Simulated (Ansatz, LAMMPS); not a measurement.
## Atom list for Liquid K2Si2O5 at 1350 K (126 atoms)

126 atoms (28 K, 70 O, 28 Si) placed at random at 2.18 g/cm³, melted at 4500 K for 20 ps at fixed volume with the Morse and Coulomb pair potential with partial charges (Pedone, Malavasi, Menziani, Cormack and Segre, J. Phys. Chem. B 110, 11780 (2006)). Snapshot at the end of a hold of 20 ps at 1350 K and fixed volume.

This is the geometry as built. Method: Kohn-Sham DFT, PBE, PAW (set soft_2), plane waves (Ansatz 0.2.0); cutoff 420 eV, Γ point, fermi-dirac smearing of 0.116 eV; density 2.18 g/cm³.

Cell vectors (Å):

```
13.179 0.000 0.000
0.000 13.179 0.000
0.000 0.000 13.179
```

Positions (Å):

```
1 K 2.932 1.019 1.902
2 K 1.531 10.662 10.112
3 K 5.872 12.639 10.860
4 K 7.419 8.529 12.574
5 K 10.104 4.920 13.169
6 K 5.374 1.037 0.729
7 K 1.889 6.905 12.886
8 K 0.506 4.124 2.663
9 K 7.080 1.709 3.465
10 K 0.151 0.716 4.592
11 K 13.045 2.601 12.816
12 K 9.497 13.021 6.711
13 K 10.959 4.601 2.788
14 K 7.876 8.250 9.706
15 K 8.481 0.460 10.315
16 K 10.148 11.453 12.490
17 K 6.572 3.493 12.934
18 K 4.403 4.697 12.437
19 K 10.499 4.197 6.613
20 K 2.262 13.076 10.031
21 K 4.405 9.593 13.068
22 K 3.402 11.679 6.604
23 K 10.788 9.402 4.141
24 K 11.981 2.239 7.629
25 K 2.762 1.248 6.802
26 K 7.920 7.093 3.846
27 K 8.274 12.540 2.328
28 K 9.135 9.009 6.532
29 O 3.222 3.044 10.254
30 O 8.150 6.840 6.416
31 O 5.436 9.226 10.652
32 O 11.998 2.382 2.083
33 O 1.054 12.012 7.661
34 O 4.997 1.529 8.777
35 O 2.655 3.263 3.756
36 O 6.106 11.708 3.642
37 O 10.723 7.077 2.448
38 O 1.823 9.210 3.974
39 O 9.502 2.328 12.114
40 O 7.838 11.288 8.447
41 O 1.158 11.509 5.184
42 O 5.242 2.323 6.513
43 O 12.505 11.269 0.418
44 O 12.026 12.646 6.325
45 O 5.147 3.785 4.138
46 O 4.722 12.114 1.700
47 O 5.876 3.809 9.717
48 O 6.236 4.786 6.319
49 O 10.588 1.229 3.915
50 O 1.103 13.082 0.730
51 O 11.918 4.832 8.713
52 O 7.357 1.270 7.857
53 O 5.630 10.033 8.096
54 O 11.916 8.747 0.787
55 O 1.954 4.191 8.385
56 O 7.241 10.940 6.060
57 O 5.631 9.488 5.014
58 O 12.921 8.342 2.840
59 O 4.090 11.250 9.891
60 O 2.754 6.486 7.604
61 O 2.561 7.647 2.358
62 O 0.751 4.389 10.550
63 O 8.268 3.832 10.466
64 O 0.987 11.183 2.651
65 O 3.477 11.421 3.859
66 O 5.683 12.543 7.420
67 O 0.995 2.054 9.737
68 O 4.317 0.419 3.796
69 O 3.620 5.400 2.661
70 O 12.248 13.083 2.240
71 O 1.097 6.559 4.003
72 O 11.823 5.258 4.952
73 O 3.622 8.656 6.590
74 O 7.142 5.731 8.674
75 O 5.303 7.156 2.259
76 O 12.803 6.234 1.408
77 O 12.625 7.436 6.104
78 O 1.108 8.337 7.562
79 O 3.684 4.486 6.274
80 O 3.466 8.704 9.026
81 O 4.301 3.268 1.535
82 O 12.377 6.517 10.642
83 O 5.636 7.250 6.543
84 O 1.100 5.206 6.128
85 O 5.140 1.821 11.440
86 O 12.660 9.997 6.594
87 O 10.236 2.070 9.619
88 O 0.988 9.399 13.101
89 O 12.012 8.364 8.779
90 O 6.742 5.931 11.149
91 O 12.152 9.224 11.268
92 O 11.238 4.084 11.045
93 O 10.077 1.130 1.321
94 O 4.041 7.222 4.469
95 O 8.121 9.807 3.993
96 O 8.346 0.248 13.066
97 O 10.105 7.680 10.593
98 O 7.836 2.327 1.197
99 Si 2.769 8.084 7.788
100 Si 3.879 3.790 2.893
101 Si 4.760 9.721 9.372
102 Si 5.058 3.868 5.718
103 Si 6.572 11.347 7.439
104 Si 1.329 7.961 3.355
105 Si 6.984 5.945 7.085
106 Si 4.773 2.674 10.118
107 Si 12.461 4.759 10.277
108 Si 13.102 6.030 5.205
109 Si 12.760 9.568 13.034
110 Si 2.390 5.108 7.047
111 Si 11.234 1.178 2.475
112 Si 6.991 4.959 9.973
113 Si 4.694 8.188 5.615
114 Si 11.601 7.957 10.364
115 Si 12.827 8.291 7.384
116 Si 6.888 10.380 4.656
117 Si 12.004 7.444 1.851
118 Si 4.687 12.056 3.129
119 Si 9.770 2.969 10.633
120 Si 1.647 3.423 9.675
121 Si 5.853 1.164 7.537
122 Si 1.963 10.856 3.811
123 Si 8.944 1.565 0.302
124 Si 3.981 6.857 2.883
125 Si 0.060 12.054 1.529
126 Si 0.070 11.583 6.461
```

**Question.** What force acts on each atom?

Columns: atom, fx, fy, fz (forces in eV/Å).

```
1 -1.176 0.169 0.242
2 -0.938 -2.120 -0.067
3 -0.392 -0.453 -0.273
4 -0.118 -0.804 0.037
5 0.091 0.792 -0.466
6 0.605 -0.096 -0.410
7 -1.026 0.399 0.422
8 1.323 0.252 0.318
9 -0.818 0.639 1.067
10 -0.081 0.476 -0.621
11 0.056 -0.869 -0.015
12 -0.101 -0.039 0.042
13 -0.835 -0.165 0.377
14 -0.235 0.000 -0.882
15 -0.259 -0.458 -1.010
16 0.364 0.140 -0.045
17 0.877 0.485 -0.552
18 -1.390 0.869 -0.016
19 -1.042 1.199 0.467
20 0.421 1.843 0.053
21 -0.795 0.484 0.423
22 0.136 -1.143 -0.036
23 0.949 0.026 -0.481
24 0.997 -0.985 1.237
25 -0.236 0.924 -0.313
26 -0.500 -0.013 -0.399
27 0.277 -0.703 0.099
28 0.100 0.435 0.917
29 -0.644 1.733 0.444
30 0.438 -2.176 0.728
31 2.646 -2.074 3.259
32 4.195 6.103 -1.744
33 1.015 0.393 1.147
34 -3.788 0.961 4.504
35 -0.927 -1.093 -0.668
36 5.861 -3.517 3.396
37 -8.290 -1.215 3.069
38 2.516 6.678 4.111
39 0.366 0.471 0.910
40 0.353 0.644 0.360
41 1.245 -0.008 -1.816
42 -0.315 0.544 -1.990
43 -3.188 -4.140 -3.161
44 0.384 -0.198 -0.456
45 0.831 -0.183 -1.314
46 -0.057 -0.976 -11.004
47 -1.896 -0.127 0.203
48 1.225 -1.474 -0.174
49 -0.970 -0.464 1.330
50 -0.752 -0.801 0.363
51 1.204 -1.495 0.529
52 2.412 0.136 -0.440
53 1.133 0.605 -2.849
54 -4.699 -2.487 1.324
55 1.226 1.631 -4.423
56 1.683 1.564 0.673
57 -2.847 -2.678 0.174
58 2.620 0.820 2.294
59 -0.467 -1.629 -0.950
60 1.535 2.461 2.091
61 1.319 -0.413 -2.127
62 2.651 0.901 3.732
63 1.427 0.420 -0.405
64 -1.960 1.167 -2.556
65 -4.460 -4.452 1.833
66 -4.569 6.827 -1.178
67 -1.853 -3.121 -0.800
68 1.551 -0.520 -0.341
69 -1.504 -4.078 -0.842
70 -1.569 -1.148 1.746
71 -2.469 -3.034 3.466
72 -1.370 -1.760 -1.278
73 -3.169 3.262 0.381
74 0.900 2.122 -4.221
75 4.872 2.101 -3.369
76 2.343 -4.016 -2.552
77 -1.326 -2.877 -2.606
78 9.727 0.445 2.785
79 -1.059 -0.275 0.721
80 -0.106 0.431 2.257
81 1.751 -1.790 -4.094
82 1.481 -1.358 0.987
83 1.675 -1.428 1.302
84 -1.927 -0.127 -1.003
85 0.212 0.888 -0.029
86 -0.982 -1.363 0.655
87 2.330 -5.336 -6.149
88 10.857 -1.625 -0.748
89 -0.368 -0.083 -0.844
90 -0.552 1.113 2.220
91 1.031 1.691 2.331
92 -2.404 -2.351 2.370
93 0.870 -1.117 -0.054
94 -0.006 0.948 1.284
95 3.268 -1.351 -1.853
96 -2.573 -5.687 -2.945
97 -3.151 0.534 0.488
98 0.590 0.882 0.347
99 -3.209 -1.661 -2.036
100 -1.245 1.774 5.200
101 -2.882 4.481 1.302
102 -0.497 -2.081 1.325
103 3.914 -5.705 5.127
104 -3.703 -2.602 -4.442
105 -1.789 5.396 -2.957
106 1.667 -3.280 -1.388
107 -5.907 6.434 -5.644
108 4.761 3.015 2.045
109 -6.121 3.656 -4.060
110 -0.525 -2.825 -0.263
111 -2.403 -2.929 1.027
112 1.548 -4.306 4.120
113 4.836 -2.385 -2.419
114 1.503 -1.523 0.008
115 -4.910 5.265 -0.405
116 -4.540 2.316 -3.017
117 4.324 3.820 -2.226
118 -0.842 6.402 7.569
119 -1.717 8.285 5.041
120 2.650 -1.866 0.834
121 2.433 -0.274 -1.299
122 -1.249 -1.037 3.113
123 0.172 2.476 1.457
124 -2.717 2.850 1.820
125 5.687 4.032 -0.663
126 -1.023 -1.442 1.884
```

The force components of 2.6 eV/Å r.m.s. hold both thermal displacement and the mismatch between the potential that made the cell and DFT. The network of bonds at the start is that of the classical potential that made the cell, and needn't be the one that DFT or experiment would give. Only the Γ point is sampled, in a cell whose shortest periodic width is 13 Å.

The r.m.s. force component is 2.58 eV/Å; the longest force, 11.0 eV/Å, acts on O46.

[Logs are printed without paths, hosts, clocks, repeated set-up lines and the standing remarks that a program may print on its own settings, such as how far it seeks lower states.]

[Hosts, paths, dates, database ids (printed as entryN), source tags and the programs' standing remarks are cut or masked in the printed files.]
